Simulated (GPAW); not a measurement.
# TaGe2As4 monolayer: simulated STM images, part 2 of 2

Aim: Tersoff-Hamann images of TaGe2As4 monolayer at several biases.

GPAW 26.7.0; GPAW, PAW setups; layer in a repeated cell with vacuum, relaxation of atoms and in-plane cell (the session's first sound run).

So far. Step 2 (Relaxation): The relaxation lowered the energy of the cell by 1.32 eV (energies extrapolated to zero smearing; the optimiser's log prints free energies). The largest force left on a free atom is 0.0079 eV/Å.

**3. Plane waves, PBE**

The work function is the vacuum plateau of the electrostatic potential less the Fermi level; a dipole layer lets the two faces have plateaus of their own.

This step: GPAW, PAW setups; slab in vacuum (GPAW 26.7.0).

The cell differs from the one that the last finished run ended in (c 23.623 → 24.245 Å).

run.py

```python
import json
import numpy as np
from ase import Atoms
from ase.dft.stm import STM
from gpaw import GPAW, PW

slab = Atoms(
    ['As', 'Ge', 'As', 'Ta', 'As', 'Ge', 'As'],
    positions=[
        [-0.00000, -0.00000, 7.00000],
        [0.00000, 2.17246, 8.15375],
        [0.00000, 2.17246, 10.63108],
        [0.00000, -0.00000, 12.12268],
        [0.00000, 2.17246, 13.61429],
        [0.00000, 2.17246, 16.09162],
        [0.00000, 0.00000, 17.24536]],
    cell=[[3.76281, 0.0, 0.0], [-1.8814, 3.25868, 0.0], [0.0, 0.0, 24.2454]],
    pbc=[True, True, False],
    magmoms=[0.0, 0.0, 0.0, 1.0, 0.0, 0.0, 0.0])

slab.calc = GPAW(mode=PW(400), xc='PBE', kpts={'size': (9, 9, 1), 'gamma': True},
                 occupations={'name': 'fermi-dirac', 'width': 0.05}, nbands='200%',
                 convergence={'density': 1e-05}, maxiter=200,
                 poissonsolver={'dipolelayer': 'xy'},
                 symmetry={'tolerance': 1e-3}, txt='slab.txt')
result = {}
energy = slab.get_potential_energy()
fermi = slab.calc.get_fermi_level()
v = slab.calc.get_electrostatic_potential().mean((0, 1)) - fermi
n = slab.calc.get_pseudo_density().mean((0, 1))
L = slab.cell[2, 2]
z = np.arange(len(v)) * L / len(v)
low, high = slab.positions[:, 2].min(), slab.positions[:, 2].max()
below, above = np.interp([low - 4.8, high + 4.8], z, v)
slopes = [np.interp(x, z, np.gradient(v, z)) for x in (low - 4.8, high + 4.8)]
eps = np.array([[slab.calc.get_eigenvalues(k, s) for k in range(len(slab.calc.get_ibz_k_points()))]
                for s in range(slab.calc.get_number_of_spins())]) - fermi
top, bottom = eps[eps < 0].max(), eps[eps > 0].min()
dipole = slab.get_dipole_moment()[2]
print(f'energy {energy:.4f} eV, Fermi level {fermi:.4f} eV, dipole {dipole:.5f} e A')
print(f'potential 4.8 A off the faces, from the Fermi level: lower {below:.4f} eV, upper {above:.4f} eV')
print(f'slope of the potential there: lower {slopes[0]:.5f}, upper {slopes[1]:.5f} eV/A')
print(f'nearest levels on the mesh: {top:.4f} and {bottom:.4f} eV')
print('magnetic moment', round(slab.get_magnetic_moment(), 3))
result.update(energy=energy, fermi=fermi, dipole=dipole, below=below, above=above, slopes=slopes, edges=[top, bottom],
              z=z.tolist(), v=v.tolist(), n=n.tolist(), positions=slab.positions.tolist(),
              forces=slab.get_forces(apply_constraint=False).tolist(), moments=slab.get_magnetic_moments().tolist())

# Images need the states of the whole zone, up to time reversal
slab.calc = slab.calc.fixed_density(symmetry={'point_group': False}, txt='states.txt', nbands='290%',
                                    convergence={'bands': 'CBM+1.8'})
stm = STM(slab)
result['stm'] = []
for bias in [-2.0, -1.0, 1.5]:
    height = high + 3.0
    current = stm.get_averaged_current(bias, height)
    x, y, h = stm.scan(bias, current)
    i, f = divmod(height / L * stm.ldos.shape[2], 1)
    I = abs((1 - f) * stm.ldos[:, :, int(i)] + f * stm.ldos[:, :, int(i) + 1])
    print(f'bias {bias} V: mean current at 3.0 A {current:.4e}, corrugation {np.ptp(h):.4f} A')
    result['stm'].append(dict(bias=bias, current=current, h=(h - high).tolist(), I=I.tolist()))
json.dump(result, open('result.json', 'w'))
```

Started as:

```
$ OMP_NUM_THREADS=1 OPENBLAS_NUM_THREADS=1 python run.py
```

Output:

```text
energy -38.1747 eV, Fermi level 0.9337 eV, dipole 0.00059 e A
potential 4.8 A off the faces, from the Fermi level: lower 4.9141 eV, upper 4.9259 eV
slope of the potential there: lower -0.00035, upper 0.00035 eV/A
nearest levels on the mesh: -0.0484 and 0.0322 eV
magnetic moment 0.0
bias -2.0 V: mean current at 3.0 A 2.6438e-04, corrugation 0.5834 A
bias -1.0 V: mean current at 3.0 A 7.0781e-05, corrugation 0.3513 A
bias 1.5 V: mean current at 3.0 A 1.2246e-04, corrugation 0.2828 A
```

The job ended after 9 min (1 thread of Intel Xeon Platinum 8259CL at 2.50GHz (Skylake/Cascade Lake), shared host; peak memory 0.88 GiB).

This step gave:

```yaml
dipole_along_the_normal: 5.88e-4 e·Å
levels_nearest_the_fermi_level_on_the_mesh: -0.04842, 0.03216 eV from the Fermi level
upper_work_function: 4.926 eV
lower_work_function: 4.914 eV
corrugation_minus_2: 0.5834 Å
corrugation_minus_1: 0.3513 Å
corrugation_1p5: 0.2828 Å
```

The electrostatic potential energy of an electron (without an applied field's), less the Fermi level, planar mean by z:

```csv
z (Å),"electrostatic potential energy of an electron (without an applied field's), less the Fermi level, planar mean (eV)"
0.0,4.92
0.5,4.91
1.0,4.91
1.5,4.91
2.0,4.91
2.5,4.91
3.0,4.91
3.5,4.91
4.0,4.90
4.5,4.88
5.0,4.77
5.5,4.31
6.0,2.47
6.5,-3.97
7.0,-13.0
7.5,-9.08
8.0,-12.2
8.5,-7.26
9.0,0.623
9.5,2.37
10.0,-1.40
10.5,-10.8
11.0,-8.13
11.5,-7.14
12.0,-15.3
12.5,-11.2
13.0,-5.85
13.5,-11.4
14.0,-5.91
14.5,1.38
15.0,2.10
15.5,-2.49
16.0,-12.0
16.5,-9.47
17.0,-11.7
17.5,-9.45
18.0,0.202
18.5,3.73
19.0,4.63
19.5,4.85
20.0,4.91
20.5,4.92
21.0,4.92
21.5,4.93
22.0,4.93
22.5,4.93
23.0,4.93
23.5,4.93
24.0,4.92
```

The pseudo valence density, planar mean oscillates, so the rows of the table below give means over windows of 1 Å about each position, cut where the curve ends. Its maxima inside the range that stand out by 2 % of the span (Å: e/Å³): 6.5: 0.237, 7.6: 0.408, 8.7: 0.212, 10.2: 0.236, 12.1: 0.972, 14.1: 0.236, 15.6: 0.212, 16.7: 0.408, 17.8: 0.237. Its minima: 6.9: 0.168, 8.2: 0.0640, 9.3: 0.107, 10.6: 0.167, 13.6: 0.167, 14.9: 0.107, 16.0: 0.0639, 17.3: 0.168.

Pseudo valence density, planar mean against z; means over each step:

z (Å), pseudo valence density, planar mean (e/Å³) and a bar:
```
        3      0.000 
        4      0.001 
        5      0.009 
        6      0.112 ####
        7      0.249 ##########
        8      0.224 #########
        9      0.147 ######
       10      0.182 #######
       11      0.306 ############
       12      0.749 ##############################
       13      0.391 ################
       14      0.200 ########
       15      0.132 #####
       16      0.178 #######
       17      0.287 ###########
       18      0.157 ######
       19      0.019 #
       20      0.001 
       21      0.000
```

Tip height over the top atom over a1 and a2. Sample bias -2 V, constant current at the mean current 3.0 Å over the top atom.

Ten even steps from '_' (2.67 Å) to '@' (3.25 Å):
```
@@@@@@%%##**==--::::--==**##%%@@@@@@
@@@@%%##**++--::..::--++**##%%@@@@@@
%%%%##**++--::....::--++**##%%%%@@@@
####**++--::..__..::--++**####%%%%%%
****++--::..____..::--++****########
++==--::..______..::--==++**********
----::..________..::----==++++++++==
::::..............::::--------------
::::::::::::::::::::::::::::::::::::
::--------------::::::..........::::
--==++++++++==----::............::--
++**********++==--::....__....::--==
**########****++--::........::--++**
##%%%%%%####**++--::......::--++**##
%%@@@@%%%%##**++--::....::--++**##%%
@@@@@@@@%%##**++--::::::--++**##%%@@
@@@@@@@@%%##**==--::::--==**##%%@@@@
@@@@@@%%##**++--::::::--++**##%%@@@@
```
Columns: a1 from 0 to 0.944; rows upwards: a2 from 0 to 0.944.

Local density of states summed over the bias window over a1 and a2. Sample bias -2 V, constant height 3.0 Å over the top atom.

Ten even steps from '0' (1.32 × 1e-4 arbitrary) to '9' (5.68 × 1e-4 arbitrary):
```
997643210012346799
876532100012356789
765321000012356777
543210000012345666
432100000012344554
221000000012233333
110000000011222222
100000000011111111
000000000000111100
111111111000000000
122222211000000001
233333221100000112
445544321100001123
566654321100011234
777765321100112356
898765321000123567
999764321001234679
998754211011245789
```
Columns: a1 from 0 to 0.944; rows upwards: a2 from 0 to 0.944.

Tip height over the top atom over a1 and a2. Sample bias -1 V, constant current at the mean current 3.0 Å over the top atom.

Ten even steps from '_' (2.83 Å) to '@' (3.18 Å):
```
@@@@%%##**++--::....::--++**##%%@@@@
@@%%##**++==::......::==++**##%%@@@@
%%##**++==::..____..::==++**##%%%%%%
##**++==::..______..::==++**########
**++==::..________..::==++**********
==--::..__________..::--==++++++++++
--::..____________..::----========--
::....__________....::::::------::::
....................................
::::::::::::::::::..................
----========----::....________....::
==++++++++++==--::....______....::--
************++==--....____....--==++
##########**++==--....__....--==++**
%%%%%%%%##**++==--........--==++**##
@@@@@@%%##**++==::......::==++**##%%
@@@@@@%%##**++--::....::--++**##%%@@
@@@@@@%%##**==--::..::--==**##%%@@@@
```
Columns: a1 from 0 to 0.944; rows upwards: a2 from 0 to 0.944.

Local density of states summed over the bias window over a1 and a2. Sample bias -1 V, constant height 3.0 Å over the top atom.

Values in units of 1e-4 arbitrary, 12 rows by 16 columns, each cell a mean:
```
1.1 1.1 1.0 0.9 0.8 0.7 0.6 0.6 0.6 0.6 0.7 0.8 0.9 1.0 1.1 1.1
1.0 0.9 0.9 0.8 0.7 0.6 0.6 0.5 0.6 0.6 0.7 0.8 0.9 1.0 1.0 1.1
0.9 0.8 0.7 0.6 0.6 0.5 0.5 0.5 0.6 0.6 0.7 0.8 0.8 0.9 0.9 0.9
0.7 0.7 0.6 0.6 0.5 0.5 0.5 0.5 0.6 0.6 0.7 0.7 0.8 0.8 0.8 0.8
0.6 0.6 0.6 0.5 0.5 0.5 0.5 0.5 0.6 0.6 0.6 0.7 0.7 0.7 0.7 0.6
0.6 0.6 0.6 0.6 0.6 0.6 0.6 0.6 0.6 0.6 0.6 0.6 0.6 0.6 0.6 0.6
0.6 0.6 0.6 0.6 0.6 0.6 0.6 0.6 0.6 0.6 0.5 0.5 0.5 0.5 0.6 0.6
0.7 0.7 0.7 0.7 0.7 0.7 0.7 0.6 0.6 0.5 0.5 0.5 0.5 0.6 0.6 0.6
0.8 0.9 0.9 0.9 0.8 0.8 0.7 0.6 0.6 0.5 0.5 0.5 0.6 0.6 0.7 0.8
1.0 1.0 1.0 1.0 0.9 0.8 0.7 0.6 0.6 0.5 0.6 0.6 0.6 0.7 0.8 0.9
1.1 1.1 1.1 1.0 0.9 0.8 0.7 0.6 0.6 0.6 0.6 0.7 0.7 0.9 1.0 1.0
1.1 1.1 1.1 1.0 0.9 0.7 0.7 0.6 0.6 0.6 0.6 0.7 0.8 0.9 1.0 1.1
```
Columns: a1 from 0 to 0.944; rows upwards: a2 from 0 to 0.944.

Tip height over the top atom over a1 and a2. Sample bias 1.5 V, constant current at the mean current 3.0 Å over the top atom.

Values in Å, 12 rows by 16 columns, each cell a mean:
```
3.09 3.08 3.06 3.03 3.00 2.96 2.93 2.91 2.91 2.94 2.97 3.01 3.04 3.06 3.08 3.09
3.07 3.05 3.02 2.99 2.94 2.90 2.87 2.87 2.88 2.92 2.97 3.01 3.04 3.06 3.08 3.08
3.04 3.01 2.97 2.92 2.87 2.84 2.83 2.84 2.87 2.91 2.97 3.01 3.04 3.06 3.06 3.06
3.00 2.96 2.92 2.87 2.84 2.82 2.82 2.84 2.88 2.92 2.97 3.01 3.03 3.05 3.04 3.03
2.96 2.92 2.88 2.85 2.83 2.83 2.84 2.86 2.90 2.95 2.99 3.01 3.03 3.03 3.02 3.00
2.95 2.91 2.88 2.86 2.86 2.86 2.88 2.90 2.94 2.97 3.00 3.01 3.02 3.02 3.00 2.98
2.96 2.94 2.93 2.92 2.92 2.93 2.94 2.96 2.98 3.00 3.01 3.02 3.02 3.01 3.00 2.98
2.99 2.98 2.98 2.98 2.98 2.99 2.99 3.00 3.01 3.01 3.02 3.02 3.02 3.01 3.01 3.00
3.03 3.03 3.03 3.03 3.03 3.03 3.03 3.02 3.02 3.02 3.02 3.02 3.02 3.02 3.03 3.03
3.06 3.06 3.06 3.06 3.05 3.05 3.03 3.02 3.01 3.01 3.01 3.02 3.03 3.04 3.05 3.06
3.09 3.09 3.08 3.07 3.06 3.04 3.02 3.00 2.99 2.99 3.00 3.01 3.03 3.05 3.07 3.08
3.09 3.09 3.08 3.06 3.04 3.02 2.99 2.97 2.96 2.97 2.99 3.01 3.04 3.06 3.08 3.09
```
Columns: a1 from 0 to 0.944; rows upwards: a2 from 0 to 0.944.

Local density of states summed over the bias window over a1 and a2. Sample bias 1.5 V, constant height 3.0 Å over the top atom.

Ten even steps from '0' (0.83 × 1e-4 arbitrary) to '9' (1.59 × 1e-4 arbitrary):
```
998765332233567899
987643221223467899
876432111123467888
764321000123467888
653210000123567777
532100000123566666
432100001234566665
321100011234556554
322111122345555554
332222233445555544
433333344555555554
554445555555555555
666666665555555566
777777666555556667
888887665555556678
999887665545566788
999887654444567889
999876543334567899
```
Columns: a1 from 0 to 0.944; rows upwards: a2 from 0 to 0.944.

The potential is flat to 3.5e-4 eV/Å where it is read, so the vacuum is wide enough.

**4. What came out**

- work function, upper and lower face: 4.926 and 4.914 eV
- dipole along the normal: 5.9e-4 e Å, near the numerical noise
- corrugation at -2 V: 0.583 Å
- corrugation at -1 V: 0.351 Å
- corrugation at 1.5 V: 0.283 Å

In words: The corrugation at constant current is largest at -2 V, where the tip height varies by 0.58 Å over the cell. Negative sample bias images filled states, positive bias empty ones. The images are of Tersoff-Hamann type: an s-wave tip, no tip-sample forces, heights closer than in a microscope. The small printed dipole stands for a step of -8.7 meV from the lower to the upper face, and the probes find 12 meV; values this small are near the numerical noise of both. One magnetic start was tried; another order may lie lower. The layer's cell and atoms come from the relaxation; spin-orbit coupling and temperature are left out.

[Logs are printed without paths, hosts, clocks, repeated set-up lines and the standing remarks that a program may print on its own settings, such as how far it seeks lower states.]

[Hosts, paths, dates, database ids (printed as entryN), source tags and the programs' standing remarks are cut or masked in the printed files.]
